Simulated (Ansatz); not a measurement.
**What SnPt (model cell, started as zinc blende) distorts into**

Wanted: the energy along a soft mode of SnPt (model cell, started as zinc blende) and the structure at the end.

Method: DFT LDA, scalar-relativistic, plane waves, PAW, in Ansatz 0.2.0.

The structure was built from a prototype and need not be the compound's stable phase.

### 1. The starting structure

The structure is cubic, space group F-43m (No. 216). Conventional cell: a = 5.907 Å, b = 5.907 Å, c = 5.907 Å, α = 90.00°, β = 90.00°, γ = 90.00°. Nearest to Pt lie 4 Sn at 2.56 Å. Nearest to Sn lie 4 Pt at 2.56 Å. Farther neighbours are not listed.

### 2. Phonons on a q mesh

The cell comes from relaxations at this level that are not shown. Stability and thermal properties need the whole zone. Linear response on a 4×4×4 q mesh gives force constants as far as a supercell of that size would.

Input file input.yaml:

```yaml
crystal:
  lattice:
    - [0.0, 2.9533293504, 2.9533293504]
    - [2.9533293504, 0.0, 2.9533293504]
    - [2.9533293504, 2.9533293504, 0.0]
  atoms:
    - { symbol: Pt, position: [0.0, 0.0, 0.0] }
    - { symbol: Sn, position: [0.25, 0.25, 0.25] }
kpoints:
  mp_grid: { grid: [12, 12, 12] }
hamiltonian:
  xc: lda
scf:
  occupations: { method: methfessel_paxton, width: 0.15 }
output:
  eigenvalues: true
phonons:
  method: dfpt
  qmesh: [4, 4, 4]
  temperatures: { t_max: 1000, t_step: 50 }
  qpath:
    path:
      - [[0.0, 0.0, 0.0], [-0.5, -0.5, 0.0], [-0.375, -0.375, 0.25]]
      - [[-0.375, 0.0, 0.375], [0.0, 0.0, 0.0], [0.0, 0.0, 0.5], [-0.5, -0.25, 0.25], [-0.5, -0.5, 0.0]]
    npoints: 10
```

Command:

```sh
$ ansatz run input.yaml --threads 4 --pin off --max-ram 7168MiB --backend cpu --events-out ev --progress --plain --runs-dir out
```

Numbers of over 12 decimals in the logs are rounded to 6 here.

What it wrote:

```text
Warning: phonons: the dynamical matrix that this run interpolates holds no multipole term above the dipole-dipole one, and a site of this crystal is no centre of inversion, so its interpolated transverse optical and acoustic branches and sound speeds can stay off near Gamma, and the density of states and the thermodynamics with them. What a run solves at a wave vector of phonons.qpoints, Gamma apart, where the deck admits one, is free of this, and under fd what a larger phonons.supercell samples
Engine: ansatz 0.2.0, aarch64-unknown-linux-gnu
Pseudopotentials: kind: paw
Pseudopotential: Pt, paw, valence charge 18, recommended cutoff 420 eV (normal), Pt.paw.azcp
Pseudopotential: Sn, paw, valence charge 14, recommended cutoff 420 eV (normal), Sn.paw.azcp
Functional definition: SPW92
  exchange = slater_x
  correlation = pw_c
Crystal: 2 atoms, lattice volume = 51.519 Å³
Basis set: ecut = 420 eV, 965 PW (Γ), exchange–correlation on 60×60×60 points (8 copies of the dense FFT grid, shifted against one another)
Bands: 20, of which v1, the nominal top of the filled ones, is band 16 counted from 1 (15 counted from 0)
Symmetry: 24 space group operations
k-points: 72 of 1728 (time reversal used)
Non-local potential: Pt, projectors of the file, l = 0: 3, l = 1: 2, l = 2: 2, l = 3: 1
Non-local potential: Sn, projectors of the file, l = 0: 2, l = 1: 2, l = 2: 2, l = 3: 2
PAW form: soft (Blöchl's): semilocal exchange-correlation on the pseudo side does not see the compensation charge
PAW frozen core: Pt, regenerated for the run's functional, and the local potential with it (the file was generated under x = pbe(κ = 0.804, μ = 0.219515), c = pbe(β = 0.066725))
PAW frozen core: Sn, regenerated for the run's functional, and the local potential with it (the file was generated under x = pbe(κ = 0.804, μ = 0.219515), c = pbe(β = 0.066725))
PAW one-centre angular grid: Pt, 590 points (default); XC on 64 Gauss nodes
PAW one-centre angular grid: Sn, 590 points (default); XC on 64 Gauss nodes
Initial density: superposition of atomic densities (neutral atoms: chi_scale 0, normalization atom), corrected by the library's trained network
Initial wavefunctions: pseudopotential atomic-orbital guess
Functional: x = slater, c = lda
SCF iter   1: F=—  HF=-18124.568576 eV  |F-HF|=—  |Δ(HF+E_count)|=         —  Δρ=5.76e-3  dr2=9.61e-3  ethr=1.77e-3  ⟨swp⟩=5.6  Hψ=6649  notcnv=0
preconditioner: auto → Kerker (q_TF=auto, 2.520 Å⁻¹)  [metal: Δε(μ)=0.056 eV  Ē_g=15.407 eV  σ=0.150 eV  W_gap=0.30  n_scr=14 (ndim 8)  ℏωp=25.3 eV  f_vac=0.040  D(μ)=0.90/eV (n_scr^D=0)]
SCF iter   2: F=—  HF=-18124.565278 eV  |F-HF|=—  |Δ(HF+E_count)|=   3.30e-3  S|Δr|=    0.00e0  Δρ=2.57e-3  dr2=1.34e-3  ethr=3.00e-5  ⟨swp⟩=2.0  Hψ=2593  notcnv=0
SCF iter   3: F=—  HF=-18124.564899 eV  |F-HF|=—  |Δ(HF+E_count)|=   3.79e-4  S|Δr|=    0.00e0  Δρ=6.67e-4  dr2=1.36e-4  ethr=4.19e-6  ⟨swp⟩=2.0  Hψ=1792  notcnv=0
SCF iter   4: F=—  HF=-18124.564874 eV  |F-HF|=—  |Δ(HF+E_count)|=   2.49e-5  S|Δr|=    0.00e0  Δρ=1.26e-4  dr2=9.39e-6  ethr=4.24e-7  ⟨swp⟩=2.5  Hψ=2327  notcnv=0
SCF iter   5: F=—  HF=-18124.564870 eV  |F-HF|=—  |Δ(HF+E_count)|=   4.68e-6  S|Δr|=    0.00e0  Δρ=4.96e-5  dr2=1.78e-6  ethr=2.94e-8  ⟨swp⟩=2.3  Hψ=2135  notcnv=0
SCF iter   6: F=—  HF=-18124.564869 eV  |F-HF|=—  |Δ(HF+E_count)|=   2.41e-7  S|Δr|=    0.00e0  Δρ=1.42e-5  dr2=1.79e-7  ethr=5.55e-9  ⟨swp⟩=2.2  Hψ=2205  notcnv=0
SCF iter   7: F=—  HF=-18124.564869 eV  |F-HF|=—  |Δ(HF+E_count)|=   2.31e-8  S|Δr|=    0.00e0  Δρ=4.20e-6  dr2=1.50e-8  ethr=5.60e-10  ⟨swp⟩=2.2  Hψ=1966  notcnv=0
SCF iter   8: F=—  HF=-18124.564869 eV  |F-HF|=—  |Δ(HF+E_count)|=  8.62e-10  S|Δr|=    0.00e0  Δρ=1.12e-6  dr2=1.14e-9  ethr=4.69e-11  ⟨swp⟩=2.0  Hψ=2280  notcnv=0
SCF iter   9: F=—  HF=-18124.564869 eV  |F-HF|=—  |Δ(HF+E_count)|=  1.86e-10  S|Δr|=    0.00e0  Δρ=2.64e-7  dr2=5.19e-11  ethr=3.55e-12  ⟨swp⟩=2.1  Hψ=1706  notcnv=0
SCF iter  10: F=-18124.564869 eV  HF=-18124.564869 eV  |F-HF|=0.00e0  |Δ(HF+E_count)|=  1.46e-11  S|Δr|=    0.00e0  Δρ=9.19e-8  dr2=6.72e-12  ethr=1.00e-12  ⟨swp⟩=6.8  Hψ=6327  notcnv=0
SCF 1 converged in 10 iterations: F = -18124.564869 eV  dr2 = 6.72e-12
  greatest PAW one-centre occupation: 1.000 electrons in one spin orbital (limit 2), on the Pt atom at site 0 (counted from 0), in its partial waves of l = 0
Initial density: read from a saved state, or passed on in memory by an earlier SCF of this step, an earlier step, the calling program or the single point that the run made first
iter 1 solved again at ethr=2.13e-7 eV; its pass at ethr=3.10e-3 eV (dr2=6.83e-5 eV) is discarded
SCF iter   1: F=—  HF=-18124.564871 eV  |F-HF|=—  |Δ(HF+E_count)|=         —  Δρ=1.12e-6  dr2=5.90e-10  ethr=2.13e-7  ⟨swp⟩=3.0  Hψ=10283  notcnv=0
eigensolver tolerance schedule: the retry pair's looser diagonalisation over-reported the residual by 115683.39 of it (diagonalisation noise at an unbounded share of the residual, at the tolerance the schedule requests for it); recorded, not acted on — ethr = c·dr2/N_el stays at c = 1.0e-1
preconditioner: auto → Kerker (q_TF=auto, 2.520 Å⁻¹)  [metal: Δε(μ)=0.056 eV  Ē_g=15.444 eV  σ=0.150 eV  W_gap=0.31  n_scr=14 (ndim 8)  ℏωp=25.3 eV  f_vac=0.032  D(μ)=0.92/eV (n_scr^D=0)]
SCF iter   2: F=—  HF=-18124.564869 eV  |F-HF|=—  |Δ(HF+E_count)|=   2.05e-6  S|Δr|=    0.00e0  Δρ=8.12e-7  dr2=3.72e-10  ethr=1.84e-12  ⟨swp⟩=4.0  Hψ=4101  notcnv=0
SCF iter   3: F=—  HF=-18124.564869 eV  |F-HF|=—  |Δ(HF+E_count)|=  7.28e-11  S|Δr|=    0.00e0  Δρ=4.51e-7  dr2=9.99e-11  ethr=1.16e-12  ⟨swp⟩=1.0  Hψ=1440  notcnv=0
SCF iter   4: F=-18124.564869 eV  HF=-18124.564869 eV  |F-HF|=7.28e-12  |Δ(HF+E_count)|=  1.46e-11  S|Δr|=    0.00e0  Δρ=1.35e-7  dr2=5.91e-12  ethr=1.00e-12  ⟨swp⟩=2.8  Hψ=4250  notcnv=0
SCF 2 converged in 4 iterations: F = -18124.564869 eV  dr2 = 5.91e-12
phonons: the bands overlap, so this run is a metal and interpolates without the dipole-dipole term. If the crystal is really an insulator or semiconductor, its LO-TO splitting is missing
NSCF: frozen V_eff on 72 k-points
NSCF: frozen V_eff on 163 k-points
DFPT response loops at q = (0, 0, 0) (fractional): preconditioner auto → Kerker (q_TF=auto, 2.520 Å⁻¹) (partly filled bands, converged f_vac=0.032); β = 1.00, the filter's whole step (`scf.mixing.beta` (0.50) is not read by the response loops under this deck's `scf.mixing.preconditioner`; to damp them name `kerker` or `kerker_dos`, under which they read `scf.mixing.beta`, and type it under 1.00, their step now; both keys bind the ground state too); Broyden in place of MSR1
NSCF: frozen V_eff on 1872 k-points
DFPT response loops at q = (0, 0, 0.25) (fractional): mixed as the last ones told, above
NSCF: frozen V_eff on 952 k-points
DFPT response loops at q = (0, 0, -0.5) (fractional): mixed as the last ones told, above
NSCF: frozen V_eff on 1020 k-points
DFPT response loops at q = (0, 0.25, 0.25) (fractional): mixed as the last ones told, above
NSCF: frozen V_eff on 3456 k-points
DFPT response loops at q = (0, 0.25, -0.5) (fractional): mixed as the last ones told, above
NSCF: frozen V_eff on 1872 k-points
DFPT response loops at q = (0, 0.25, -0.25) (fractional): mixed as the last ones told, above
NSCF: frozen V_eff on 560 k-points
DFPT response loops at q = (0, -0.5, -0.5) (fractional): mixed as the last ones told, above
NSCF: frozen V_eff on 1020 k-points
DFPT response loops at q = (0.25, -0.5, -0.25) (fractional): mixed as the last ones told, above
SCF converged after 10 iterations
Stability not checked: this state was not tested for a lower state beside it, because cold or Methfessel-Paxton smearing, or corrected tetrahedra, fill the levels in a way that the test cannot read (fill_not_monotonic; see scf.lower_state_search)
Free energy (F): -18124.564869 eV
Harris-Foulkes:  -18124.564869 eV  (|F-HF|=0.00e0)
Internal energy: -18124.565042 eV  (E = F + TS)
E sigma→0 (E₀):  -18124.564912 eV
Entropy (-TS):   0.000173 eV (0.086 meV/atom)
Fermi energy:    11.028806 eV
--- Per-component energies (eV) ---
  E_band       = -421.842139
  E_kinetic    = 829.840200
  E_local      = -3469.228510  (includes V_loc(G=0)·N_el)
  E_nonlocal   = 180.786654
  E_hartree    = 1546.738478
  E_xc         = -638.946271
  E_vxc        = -400.853875  (∫ρ·V_xc dr)
  E_paw        = -13175.888027  (= ΣΔE_a)
  E_vpaw       = -655.863700  (= ΣTr[D̂ρ^β])
  E_aug_tail   = 0.000157  (compensation charges beyond the density's cutoff)
  E_ewald      = -3398.756491
  E_core_change = 0.888768  (= ΣΔE_core)
  E_smearing   = 0.000173  (= −TS)
  E_closure    = 0.000000  (closes the sum)
  Σ components = -18124.564869   (vs F -18124.564869, Δ=0.00e0)
--- Band table (eV; the first three rows and the last of 72) ---
  k-point 0: bands = [... 12 lower, 7.0044, 8.3134, 8.3134, 16.2667, 16.9221, 16.9221, 16.9221, 18.0081]
  k-point 1: bands = [... 12 lower, 7.0299, 8.3034, 8.3034, 15.2945, 16.5359, 16.5359, 16.7379, 18.3825]
  k-point 2: bands = [... 12 lower, 7.0961, 8.2843, 8.2843, 13.5565, 15.8882, 15.8882, 16.6388, 18.9511]
  k-point 71: bands = [... 12 lower, 7.7869, 8.3237, 8.6314, 9.7830, 10.1387, 11.5359, 19.2947, 19.5984]
--- Phonons (Γ-DFPT): 2 representative perturbations + reference (Σ response iterations 6) ---
  ASR residual: 8.878e-5 → 0.000e0 eV/Å²; symmetrization residual: 4.557e-5 eV/Å²
  ASR residual per site (eV/Å²): 8.88e-5 2.09e-5
  Γ frequencies (cm⁻¹): 0.00 0.00 0.00 191.17 191.17 191.17
--- Phonons (arbitrary-q DFPT): 8 irreducible q on the 4×4×4 mesh ---
  q = [0.0000, 0.0000, 0.0000] (star 1, of the zone-centre solve; hermiticity 9.19e-6, symmetrization 3.48e-12): 0.00 0.00 0.00 191.17 191.17 191.17
  q = [0.0000, 0.0000, 0.2500] (star 8, 2 solved perturbations on 936 of 1728 k-point pairs; hermiticity 4.05e-6, symmetrization 3.14e-13): -10.22 -10.22 70.27 189.10 192.48 192.48
  q = [0.0000, 0.0000, -0.5000] (star 4, 2 solved perturbations on 476 of 1728 k-point pairs; hermiticity 4.86e-6, symmetrization 5.54e-13): 6.84 6.84 103.29 177.21 191.01 191.01
  q = [0.0000, 0.2500, 0.2500] (star 6, 4 solved perturbations in 1608 linear systems a pass and spin channel, the states on 510 of 1728 k-point pairs; hermiticity 6.85e-6, symmetrization 2.45e-13): -15.40 -15.40 81.75 186.66 191.65 191.65
  q = [0.0000, 0.2500, -0.5000] (star 24, 4 solved perturbations in 5328 linear systems a pass and spin channel, the states on 1728 of 1728 k-point pairs; hermiticity 3.71e-6, symmetrization 2.55e-13): -14.58 -9.03 112.32 173.53 189.69 190.24
  q = [0.0000, 0.2500, -0.2500] (star 12, 4 solved perturbations in 2892 linear systems a pass and spin channel, the states on 936 of 1728 k-point pairs; hermiticity 3.47e-6, symmetrization 3.58e-12): -13.53 -11.15 101.24 178.44 191.08 191.18
  q = [0.0000, -0.5000, -0.5000] (star 3, 4 solved perturbations in 886 linear systems a pass and spin channel, the states on 280 of 1728 k-point pairs; hermiticity 2.89e-6, symmetrization 3.93e-13): -21.01 -21.01 123.30 165.67 188.31 188.31
  q = [0.2500, -0.5000, -0.2500] (star 6, 4 solved perturbations in 1544 linear systems a pass and spin channel, the states on 510 of 1728 k-point pairs; hermiticity 3.18e-6, symmetrization 1.31e-12): -22.85 14.35 125.36 166.41 189.09 190.25
  sum rule: each row above includes the acoustic sum rule's correction from the zone centre's row sums; it moved no ω² by more than (0.35 cm⁻¹)²
  mesh force constants: q→R imaginary residual 2.64e-18; ASR residual 8.878e-5 → 0.000e0 eV/Å²; symmetrization residual 5.329e-15 eV/Å²
  interpolated dispersion: 62 rows × 6 modes
  density of states and harmonic sums: on the 20×20×20 q-mesh, interpolated from the force constants of a 4×4×4 supercell (no non-analytic term)
  largest difference from the sums on the solved wave vectors: F 6.07e-2 eV, S 7.22e-5 and C_V 1.16e-5 eV/K
  zero-point energy: 0.041071 eV/cell   skipped modes (ω ≤ 0): 437, of them read as no rigid motion or as one in doubt: 434 (1.663e0 modes/cell left out, lowest -22.85 cm⁻¹)   left out of the sums: 2.77e-1 of the cell's modes: C_V's classical limit lies that fraction below 3 k_B per atom; for a crystal, a wire or a layer, F and S can be off by more, and a phonons.interpolated_qmesh denser along its periods is the remedy for the sampling
```

Elapsed: 6.4 min, on 4 threads of Arm Neoverse V2, shared host; peak memory 3.9 GiB; 25 min of CPU time.

In the SCF lines HF is the Harris–Foulkes energy and dr2 the Hartree energy of the density residual, in eV; the loop may stop once dr2 is under the threshold and the program's other checks hold. Hψ counts applications of the Hamiltonian.

This step gave:

```
volume per atom                                         : 25.76 Å³
gap on the k-mesh                                       : 0 eV
sum-rule residual before enforcement                    : 8.88e-5 eV/Å²
lowest frequency on the path                            : -22.85 cm⁻¹
point group                                             : -43m
highest frequency on the path or at a solved wavevector : 192.6 cm⁻¹
highest optical mode at the zone centre (no LO-TO term) : 191.2 cm⁻¹
lowest optical zone-centre mode                         : 191.2 cm⁻¹
lowest mode on the q mesh (acoustic modes at Γ apart)   : -22.85 cm⁻¹
```

Frequencies (cm⁻¹) solved at each irreducible wavevector; negative means imaginary. Frequencies by wavevector, by row:

| q in reciprocal lattice units | star | mode 1 | mode 2 | mode 3 | mode 4 | mode 5 | mode 6 |
| --- | --- | --- | --- | --- | --- | --- | --- |
| 0 0 0 | 1 | 0 | 0 | 0 | 191.2 | 191.2 | 191.2 |
| 0 0 0.25 | 8 | -10.2 | -10.2 | 70.3 | 189.1 | 192.5 | 192.5 |
| 0 0 -0.5 | 4 | 6.8 | 6.8 | 103.3 | 177.2 | 191 | 191 |
| 0 0.25 0.25 | 6 | -15.4 | -15.4 | 81.8 | 186.7 | 191.7 | 191.7 |
| 0 0.25 -0.5 | 24 | -14.6 | -9 | 112.3 | 173.5 | 189.7 | 190.2 |
| 0 0.25 -0.25 | 12 | -13.5 | -11.2 | 101.2 | 178.4 | 191.1 | 191.2 |
| 0 -0.5 -0.5 | 3 | -21 | -21 | 123.3 | 165.7 | 188.3 | 188.3 |
| 0.25 -0.5 -0.25 | 6 | -22.9 | 14.3 | 125.4 | 166.4 | 189.1 | 190.2 |

Interpolated from a 4×4×4 q mesh. Phonon branches along the path, in cm⁻¹:

| point | branch 1 | branch 2 | branch 3 | branch 4 | branch 5 | branch 6 |
| --- | --- | --- | --- | --- | --- | --- |
| Γ | 0 | 0 | 0 | 191 | 191 | 191 |
| halfway | -15 | -15 | 82 | 187 | 192 | 192 |
| X | -21 | -21 | 123 | 166 | 188 | 188 |
| halfway | -19 | -18 | 124 | 166 | 188 | 189 |
| U | -15 | -13 | 123 | 167 | 189 | 190 |
| jump to K | -15 | -13 | 123 | 167 | 189 | 190 |
| halfway | -13 | -11 | 82 | 186 | 192 | 192 |
| Γ | 0 | 0 | 0 | 191 | 191 | 191 |
| halfway | -10 | -10 | 70 | 189 | 192 | 192 |
| L | 7 | 7 | 103 | 177 | 191 | 191 |
| halfway | -14 | 8 | 113 | 173 | 190 | 191 |
| W | -23 | 14 | 125 | 166 | 189 | 190 |
| halfway | -22 | -9 | 124 | 166 | 189 | 189 |
| X | -21 | -21 | 123 | 166 | 188 | 188 |

The phonon branches as a text plot (rows in cm⁻¹):

```
    188 |********************************************************
    179 |       **           ***               ******
    170 |         ***********                        ************
    161 |
    152 |
    143 |
    134 |
    125 |           *******                              ********
    116 |         **       **                         ***
    107 |        *           **                  *****
     98 |       *              *               **
     89 |                                     *
     80 |      *                *            *
     71 |    **                  *          *
     62 |                                  *
     53 |   *                     **
     44 |                                 *
     35 |  *                        *
     26 |                                *
     18 | *                          *  *                ***
      9 |                                       *********   *
      0 |**                          ****      *   *         *
     -9 |  ****           ***********    ******     **        *
    -18 |      ************                           ***********
         Γ           X  U|K            Γ         L        W     X
```

Symmetry leaves 8 wavevectors to solve. The lowest mode among them, the acoustic zeros apart, lies at q = (0.25, -0.5, -0.25) and is imaginary, 22.9i cm⁻¹, so the energy falls along it.

### 3. The mode frozen in, largest atomic shift 0 Å

The mode followed lies at q = (0.25, -0.5, -0.25) with frequency 22.9i cm⁻¹, the softest among the wavevectors solved. At small amplitude the distorted cell has space group no. 121 by a symmetry search on the positions. The undistorted cell that holds it gives the zero of energy on the same k mesh.

System of this step: SnPt (model cell, started as zinc blende). Symmetry: F-43m, No. 216, cubic system. Conventional cell: a = 5.907 Å, b = 5.907 Å, c = 5.907 Å, α = 90.00°, β = 90.00°, γ = 90.00°. Nearest to Pt lie 4 Sn at 2.56 Å. Sn has 4 Pt at 2.56 Å nearest. Farther neighbours are not listed.

Input file input.yaml:

```yaml
crystal:
  lattice:
    - [0.0, 0.0, -5.9066587008]
    - [5.9066587008, 0.0, 0.0]
    - [2.9533293504, -5.9066587008, -2.9533293504]
  atoms:
    - { symbol: Pt, position: [0.75, 0.25, 0.5] }
    - { symbol: Pt, position: [0.25, 0.75, 0.5] }
    - { symbol: Pt, position: [0.5, 0.5, 0.0] }
    - { symbol: Pt, position: [0.0, 0.0, 0.0] }
    - { symbol: Sn, position: [0.625, 0.625, 0.25] }
    - { symbol: Sn, position: [0.125, 0.125, 0.25] }
    - { symbol: Sn, position: [0.375, 0.875, 0.75] }
    - { symbol: Sn, position: [0.875, 0.375, 0.75] }
kpoints:
  mp_grid: { grid: [6, 6, 6] }
hamiltonian:
  xc: lda
scf:
  occupations: { method: methfessel_paxton, width: 0.15 }
output:
  forces: true
  stress: true
  eigenvalues: true
```

What it wrote:

```text
[...]
Crystal: 8 atoms, lattice volume = 206.075 Å³
Basis set: ecut = 420 eV, 4035 PW (Γ)
Bands: 77, of which v1, the nominal top of the filled ones, is band 64 counted from 1 (63 counted from 0)
Symmetry: 32 space group operations
[...]
k-points: 30 of 216 (time reversal used)
[...]
k-point 0: bands = [... 60 lower, 8.9414, 9.7824, 9.7824, 10.1380, 10.1380, 11.4032, 11.4032, 11.5356, ... 9 higher]
  k-point 1: bands = [... 60 lower, 9.3409, 9.3409, 9.8072, 10.6253, 10.6253, 11.5128, 11.5128, 11.6815, ... 9 higher]
  k-point 2: bands = [... 60 lower, 8.8807, 8.8807, 11.1615, 11.1678, 11.1678, 11.4491, 11.4491, 12.4136, ... 9 higher]
  k-point 29: bands = [... 60 lower, 9.0219, 9.0219, 9.7284, 9.7284, 12.2907, 12.2907, 13.5220, 13.5220, ... 9 higher]
[key lines of the parts left out:]
SCF converged after 6 iterations
Free energy (F): -72498.241145 eV
Fermi energy:    11.082615 eV
P = ⅓ Tr σ = 0.0072 GPa (0.072 kbar)
```

The job ended after 8.3 s (4 threads; peak memory 0.73 GiB).

This step gave:

```yaml
pressure: 0.007210 GPa
energy_from_the_undistorted_cell: 0 meV/atom
```

The run ends at a pressure of 0.01 GPa.

(Continued in part 2 of 2.)

[Logs are printed without paths, hosts, clocks, repeated set-up lines and the standing remarks that a program may print on its own settings, such as how far it seeks lower states.]

[Hosts, paths, dates, database ids (printed as entryN), source tags and the programs' standing remarks are cut or masked in the printed files.]
